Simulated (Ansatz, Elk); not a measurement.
# How far do independent atoms describe NiPtCl6?, part 2 of 2

Structure refinements treat a crystal as free atoms side by side. For a made-up structure of NiPtCl6 (cell and positions from a PBE relaxation) the runs below show what the calculated density changes in F(hkl).

Elk 11.2.3 (patched build); all-electron DFT.

So far. Step 2 (Ground state and structure factors): The ions are Ni2+, Pt4+ and Cl−, by formal charge.

The structure was built from a prototype and need not be the compound's stable phase.

## Step 5: Another functional

Level of this step: DFT, LDA (Perdew-Wang), all-electron APW+lo, Dirac cores, scalar-relativistic bands, static density, ferromagnetic start (Elk).

The difference from free atoms is small, so it is set against the change that LDA (Perdew-Wang) makes.

elk.in

```
tasks
  0
  195
  196

xctype
  3

spinpol
  .true.

rgkmax
  7.0

gmaxvr
  14.0

lmaxo
  7

lmaxapw
  8

swidth
  0.002

tshift
  .false.

ramdisk
  .false.

hmaxvr
  5.5

maxscl
  120

epspot
  1e-06

reducebf
  0.8

sppath
  './'

avec
  5.70386460840 3.29312776679 10.21043555157
  -5.70386460840 3.29312776679 10.21043555157
  0.00000000000 -6.58625553446 10.21043555128

atoms
  3
  'Pt.in'
  1
  -0.0000000000 0.0000000000 0.0000000000   0.000000 0.000000 0.000000
  'Ni.in'
  1
  0.5000000000 0.5000000000 0.5000000000   0.000000 0.000000 -0.070000
  'Cl.in'
  6
  0.3995169767 0.0961642945 0.7554910191   0.000000 0.000000 0.000000
  0.0961642945 0.7554910191 0.3995169767   0.000000 0.000000 0.000000
  0.7554910191 0.3995169767 0.0961642945   0.000000 0.000000 0.000000
  0.6004830233 0.9038357055 0.2445089809   0.000000 0.000000 0.000000
  0.9038357055 0.2445089809 0.6004830233   0.000000 0.000000 0.000000
  0.2445089809 0.6004830233 0.9038357055   0.000000 0.000000 0.000000

ngridk
  4 4 4
```

Launch:

```sh
> OMP_NUM_THREADS=4 elk
```

Numbers of over 12 decimals in the logs are rounded to 6 here.

What it wrote:

```text
┌─────────────────────────┐
│ Elk code version 11.2.3 │
└─────────────────────────┘

All units are atomic (Hartree, Bohr, etc.)

┌─────────────────────────────────────────────────┐
│ Ground-state run starting from atomic densities │
└─────────────────────────────────────────────────┘

Lattice vectors :
   5.703864608       3.293127767       10.21043555
  -5.703864608       3.293127767       10.21043555
   0.000000000      -6.586255534       10.21043555

Reciprocal lattice vectors :
  0.5507831741      0.3179948138      0.2051229932
[...]
muffin-tins
  species : 1 (Pt)
[...]
species : 2 (Ni)
[...]
species : 3 (Cl)
[...]
atom 5                    :   0.8109821239E-01
   atom 6                    :   0.8109821239E-01
 total in muffin-tins        :    1.842829162
 total moment                :    1.995465341

┌──────────────────────────────┐
│ Self-consistent loop stopped │
└──────────────────────────────┘

Warning : core states of species 1 leak from the muffin-tin :   0.8009279198E-03

Warning : core states of species 2 leak from the muffin-tin :   0.2799606351E-03

Wrote STATE.OUT
[key lines of the parts left out:]
total energy                :     -22716.152078904
```

Wall time 4 min (4 threads of Arm Neoverse V1, shared host); peak memory 0.49 GiB.

Against the first run R = 0.04 %; the largest change is +0.152 at 006. The moment goes from 2.00 to 2.00 μB.

## Step 6: Basis size

A smaller basis shows how fast F responds to it; the change is likely larger than the basis error of the first run, but doesn't show convergence.

elk.in: that of step 5 with these lines changed.

```diff
@@ -6,3 +6,3 @@
 xctype
-  3
+  20
 
@@ -12,3 +12,3 @@
 rgkmax
-  7.0
+  5.5
```

Launch:

```sh
> OMP_NUM_THREADS=4 elk
```

What it wrote:

```text
┌─────────────────────────┐
│ Elk code version 11.2.3 │
└─────────────────────────┘

All units are atomic (Hartree, Bohr, etc.)

┌─────────────────────────────────────────────────┐
│ Ground-state run starting from atomic densities │
└─────────────────────────────────────────────────┘

Lattice vectors :
   5.703864608       3.293127767       10.21043555
  -5.703864608       3.293127767       10.21043555
   0.000000000      -6.586255534       10.21043555

Reciprocal lattice vectors :
  0.5507831741      0.3179948138      0.2051229932
[...]
muffin-tins
  species : 1 (Pt)
[...]
species : 2 (Ni)
[...]
species : 3 (Cl)
[...]
atom 5                    :   0.6858602178E-01
   atom 6                    :   0.6858602178E-01
 total in muffin-tins        :    1.866213122
 total moment                :    1.999247337

┌──────────────────────────────┐
│ Self-consistent loop stopped │
└──────────────────────────────┘

Warning : core states of species 1 leak from the muffin-tin :   0.8037862725E-03

Warning : core states of species 2 leak from the muffin-tin :   0.2672203101E-03

Wrote STATE.OUT
[key lines of the parts left out:]
total energy                :     -22736.488589917
```

It took 6.6 min on 4 threads; peak memory 0.73 GiB.

Against the first run R = 0.05 %; the largest change is -0.109 at 300. The moment goes from 2.00 to 2.00 μB.

## Step 7: With a Hubbard U

A Hubbard U is put on the d shell, to see how far it moves the factors.

elk.in: that of step 6 with these lines changed.

```diff
@@ -12,3 +12,3 @@
 rgkmax
-  5.5
+  7.0
 
@@ -71 +71,5 @@
   4 4 4
+
+dft+u
+  1 1
+  2 2 0.220496 0.000000
```

Launch:

```sh
> OMP_NUM_THREADS=4 elk
```

What it wrote:

```text
┌─────────────────────────┐
│ Elk code version 11.2.3 │
└─────────────────────────┘

All units are atomic (Hartree, Bohr, etc.)

┌─────────────────────────────────────────────────┐
│ Ground-state run starting from atomic densities │
└─────────────────────────────────────────────────┘

Lattice vectors :
   5.703864608       3.293127767       10.21043555
  -5.703864608       3.293127767       10.21043555
   0.000000000      -6.586255534       10.21043555

Reciprocal lattice vectors :
  0.5507831741      0.3179948138      0.2051229932
[...]
Moments :
 interstitial                :  -0.6806628161E-01
 muffin-tins
  species : 1 (Pt)
[...]
species : 2 (Ni)
[...]
species : 3 (Cl)
[...]
atom 5                    :  -0.3217330698E-01
   atom 6                    :  -0.3217330698E-01
 total in muffin-tins        :   -1.931862054
 total moment                :   -1.999928336

RMS change in Kohn-Sham potential (target) :   0.3211517674E-04 (  0.1000000000E-05)
Absolute change in total energy (target)   :   0.3547656925E-02 (  0.1000000000E-03)

┌──────────────────┐
│ Loop number : 31 │
└──────────────────┘
[key lines of the parts left out:]
total energy                :     -22736.595051622
```

Elapsed: 11 min, on 4 threads; peak memory 0.75 GiB.

The run was cut off at its time limit.

## Step 8: Settings against the effect

```
              run  R against the first run (%)  R against neutral atoms, low angle (%)  wall time
    PBE, rgkmax 7                         0.00                                    0.35    6.9 min
LDA (Perdew-Wang)                         0.04                                    0.33      4 min
       rgkmax 5.5                         0.05                                    0.36    6.6 min
```

## Step 9: Outcome

```json
{"R against neutral atoms, sin θ/λ < 0.3 Å⁻¹": "0.35 %", "R against neutral atoms, 0.3 to 0.53 Å⁻¹": "0.29 %", "R against ions, below 0.3 Å⁻¹": "0.68 %"}
```

What this shows: Independent neutral atoms miss the calculated amplitudes by R = 0.35 % below 0.3 Å⁻¹ and 0.29 % from there to 0.53 Å⁻¹; by shells, 0.45 % below 0.15 Å⁻¹ (3 forms), 0.34 % 0.15 to 0.3 (25 forms), 0.26 % 0.3 to 0.45 (65 forms), 0.31 % above 0.45 (56 forms). Bonding, aspherical density and the tables' own atoms all enter these figures, and the runs don't part them. The largest change of an amplitude is +0.61 electrons, at 113. Formal ions give R = 0.68 % at low angle, further off than neutral atoms. The magnetic order is that of the start. No other order was tried here, and an antiferromagnetic one would change or move the magnetic intensity. The window's part falls from 50.0 electrons at the origin to at most 2.44 between 0.45 and 0.53 Å⁻¹, where compact states inside the window still scatter. Below 0.3 Å⁻¹ the changes that finished (LDA (Perdew-Wang) and rgkmax 5.5) move F by R = 0.04 % at most, against the 0.35 % that separates it from free atoms. The magnetic factors move by R = 6.9 % (LDA (Perdew-Wang)) and 1.2 % (rgkmax 5.5), so they aren't settled to better than that. The k-mesh has no finished test. Spin-orbit coupling is left out, which can matter for elements this heavy. Part of the difference isn't bonding: the tables are fits to free atoms and ions calculated by other methods than this functional. Thermal motion, anomalous dispersion and extinction are left out.

[Logs are printed without paths, hosts, clocks, repeated set-up lines and the standing remarks that a program may print on its own settings, such as how far it seeks lower states.]

[Hosts, paths, dates, database ids (printed as entryN), source tags and the programs' standing remarks are cut or masked in the printed files.]
